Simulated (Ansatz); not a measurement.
## How many bands does the GW gap of SnO2 (Cassiterite) need?

Wanted: a G0W0 gap for SnO2 (Cassiterite) that is converged in bands and cutoff, or an estimate of the limit.

Program: Ansatz 0.2.0. Level of theory: G0W0 on PBE, plane waves, PAW. Results are calculated unless marked as measured.

Most raw output is cut from this account.

### Step 1. The starting structure

It takes space group P4_2/mnm (No. 136, tetragonal). Conventional cell: a = 4.738 Å, b = 4.738 Å, c = 3.187 Å, α = 90.00°, β = 90.00°, γ = 90.00°. Nearest to Sn lie 6 O at 2.05 to 2.06 Å. Nearest to O lie 3 Sn at 2.05 to 2.06 Å. Farther neighbours and most contacts between anions are not listed.

Coordinates:

```cif
data_structure
_symmetry_space_group_name_H-M 'P4_2/mnm'
_symmetry_Int_Tables_number 136
_cell_length_a 4.7380
_cell_length_b 4.7380
_cell_length_c 3.1865
_cell_angle_alpha 90.000
_cell_angle_beta 90.000
_cell_angle_gamma 90.000
_cell_volume 71.53
loop_
_atom_site_label
_atom_site_type_symbol
_atom_site_symmetry_multiplicity
_atom_site_Wyckoff_symbol
_atom_site_fract_x
_atom_site_fract_y
_atom_site_fract_z
_atom_site_occupancy
Sn1 Sn 2 a 0.00000 0.00000 0.00000 1
O1 O 4 f 0.30710 0.30710 0.00000 1
```

The cell and positions come from the Crystallography Open Database and are kept as given unless a step says otherwise.

### Step 2. 213 empty bands, screening to 120 eV

G0W0 replaces the xc potential by the self-energy, built once from these orbitals. Only a window of levels is corrected, while the sums run over the empty bands that the input names. This step takes hard PAW files.

Input file input.yaml:

```yaml
crystal:
  lattice:
    - [4.738, 0.0, 0.0]
    - [0.0, 4.738, 0.0]
    - [0.0, 0.0, 3.1865]
  atoms:
    - { symbol: Sn, position: [0.0, 0.0, 0.0] }
    - { symbol: Sn, position: [0.5, 0.5, 0.5] }
    - { symbol: O, position: [0.3071, 0.3071, 0.0] }
    - { symbol: O, position: [0.1929, 0.8071, 0.5] }
    - { symbol: O, position: [0.6929, 0.6929, 0.0] }
    - { symbol: O, position: [0.8071, 0.1929, 0.5] }
kpoints:
  mp_grid: { grid: [4, 4, 6] }
hamiltonian:
  xc: pbe
  pseudopotentials: { kind: paw, source: ansatz }
scf:
  occupations: { method: fixed }
gw:
  n_empty_bands: 213
  ecut_chi: 120
  qp_bands: [v2, c2]
  qp_kpoints: band_edges
  screening: { model: contour_deformation }
```

Run with:

```sh
ansatz run input.yaml --threads 3 --pin off --max-ram 64512MiB --backend cuda --events-out ev --progress --plain --runs-dir out --devices 1 --max-vram 24GiB  # rebuilt from the run's record
```

The job ended after 50 s (1 × NVIDIA H100 80GB HBM3 (shared by 3 runs) with 3 threads of AMD EPYC 7R13 (Zen 3), shared host; peak memory 1.8 GiB; 76 s of CPU time).

Numbers from this step:

```
bands summed                                 : 247
RPA ε∞ on this mesh (eigenvalues)            : 4.334, 4.334, 4.570
plane waves in the screening matrix          : 205
q-points in the mesh                         : 96
G0W0 gap on the mesh                         : 2.825 eV
k of the valence top                         : 0, 0, 0
k of the conduction bottom                   : 0, 0, 0
starting gap on the mesh                     : 1.287 eV
Z at the valence top                         : 0.7530
Z at the conduction bottom                   : 0.8251
least direct G0W0 gap on the computed points : 2.825 eV
```

The gap on the mesh goes from 1.29 eV to 2.82 eV, a correction of +1.54 eV. Between the two edge states, bare exchange in place of the xc potential would open the gap by 10.16 eV, and correlation takes back 8.62 eV.

### Step 3. 459 empty bands, screening to 200 eV

Another rung: the empty bands reach about as high as the screening cutoff, so the two stay in balance.

input.yaml: that of step 2 with these lines changed.

```diff
@@ -20,4 +20,4 @@
 gw:
-  n_empty_bands: 213
-  ecut_chi: 120
+  n_empty_bands: 459
+  ecut_chi: 200
   qp_bands: [v2, c2]
```

Elapsed: 1.7 min, on 1 × NVIDIA H100 80GB HBM3 (shared by 3 runs) with 3 threads; peak memory 3 GiB; 2.8 min of CPU time.

This step gave:

```yaml
bands_summed: 493
rpa_eps_infinity_on_this_mesh_eigenvalues: 4.310, 4.310, 4.529
plane_waves_in_the_screening_matrix: 471
q_points_in_the_mesh: 96
g0w0_gap_on_the_mesh: 2.947 eV
k_of_the_valence_top: 0, 0, 0
k_of_the_conduction_bottom: 0, 0, 0
starting_gap_on_the_mesh: 1.287 eV
z_at_the_valence_top: 0.7500
z_at_the_conduction_bottom: 0.8220
least_direct_g0w0_gap_on_the_computed_points: 2.947 eV
```

Against the run with 4×4×6 mesh, 213 empty bands, screening to 120 eV, hard PAW files, the gap moves by +0.12 eV.

### Step 4. Changing the k mesh: 6×6×10 mesh, 213 empty bands, screening to 120 eV, hard PAW files

Only the mesh changes. It samples the long-range screening, which converges on its own terms. Bands and cutoff differ from the step before, so it is read against an earlier run that matches them.

input.yaml: that of step 3 with these lines changed.

```diff
@@ -13,3 +13,3 @@
 kpoints:
-  mp_grid: { grid: [4, 4, 6] }
+  mp_grid: { grid: [6, 6, 10] }
 hamiltonian:
@@ -20,4 +20,4 @@
 gw:
-  n_empty_bands: 459
-  ecut_chi: 200
+  n_empty_bands: 213
+  ecut_chi: 120
   qp_bands: [v2, c2]
```

The job ended after 3 min (1 × NVIDIA H100 80GB HBM3 (shared by 3 runs) with 3 threads; peak memory 3 GiB).

Numbers from this step:

```
bands summed                                 : 247
RPA ε∞ on this mesh (eigenvalues)            : 4.203, 4.203, 4.513
plane waves in the screening matrix          : 205
G0W0 gap on the mesh                         : 2.825 eV
k of the valence top                         : 0, 0, 0
k of the conduction bottom                   : 0, 0, 0
starting gap on the mesh                     : 1.287 eV
least direct G0W0 gap on the computed points : 2.825 eV
```

Against the run with 4×4×6 mesh, 213 empty bands, screening to 120 eV, hard PAW files, the gap moves by +0.0002 eV.

### Step 5. Convergence and cost

Times are wall times on 1 × NVIDIA H100 80GB HBM3 (shared by 3 runs) with 3 threads of AMD EPYC 7R13 (Zen 3), shared host, good to a factor of about two.

| mesh | files | frequency | bands summed | cutoff (eV) | start (eV) | G0W0 (eV) | time | host memory (GiB) |
| --- | --- | --- | --- | --- | --- | --- | --- | --- |
| 4×4×6 | hard PAW | contour deformation | 247 | 120 | 1.287 | 2.825 | 50 s | 1.8 |
| 4×4×6 | hard PAW | contour deformation | 493 | 200 | 1.287 | 2.947 | 1.7 min | 3.0 |
| 6×6×10 | hard PAW | contour deformation | 247 | 120 | 1.287 | 2.825 | 3 min | 3.0 |

The parts of the quasiparticle energy at the two band edges (eV; QP = start + Σx + Σc − Vxc):

| run | edge | start | Σx | Σc | Vxc | Z | QP |
| --- | --- | --- | --- | --- | --- | --- | --- |
| 247 bands | valence top | 11.13 | -27.19 | 5.27 | -21.14 | 0.75 | 10.36 |
| 247 bands | conduction bottom | 12.42 | -14.47 | -3.35 | -18.59 | 0.83 | 13.19 |
| 493 bands | valence top | 11.13 | -27.19 | 4.98 | -21.14 | 0.75 | 10.07 |
| 493 bands | conduction bottom | 12.42 | -14.47 | -3.52 | -18.59 | 0.82 | 13.02 |

### Step 6. Results

| Item | Value |
| --- | --- |
| 247 bands, 120 eV | 2.825 eV |
| 493 bands, 200 eV | 2.947 eV |
| estimated limit in bands and cutoff | 3.07 eV |
| mesh and start | 4×4×6, PBE |

What this shows: A line in one over the bands through the two rungs gives 3.07 eV, +0.12 eV from the top rung; with two points alone it is an unchecked estimate. The rungs stand 0.24 eV (247 bands) and 0.12 eV (493 bands) from it. From 247 to 493 bands the gap moves by +0.12 eV while the time grows 2.1-fold. Σc changes by −0.29 eV at the valence top and −0.17 eV at the conduction bottom, so the levels themselves move more than the gap between them. On the 6×6×10 mesh in place of 4×4×6 the gap differs by +0.0002 eV, of which +0.0004 eV is already in the start. Gaps are over the mesh's points; an edge off the mesh would be missed. The many-body steps are scalar-relativistic: spin-orbit coupling is not in them.

[Paths, hosts, dates, memory and timing lines, banners, echoed tables and standing remarks are left out of the program output.]

[Logs are printed without paths, hosts, clocks, repeated set-up lines and the standing remarks that a program may print on its own settings, such as how far it seeks lower states.]

[Runs of the session that timed out or met a known fault of the program may be left out.]

[Cells called generated may have been cut or substituted from an entry of the Crystallography Open Database or the Materials Project.]

[Hosts, paths, dates, database ids (printed as entryN), source tags and the programs' standing remarks are cut or masked in the printed files.]
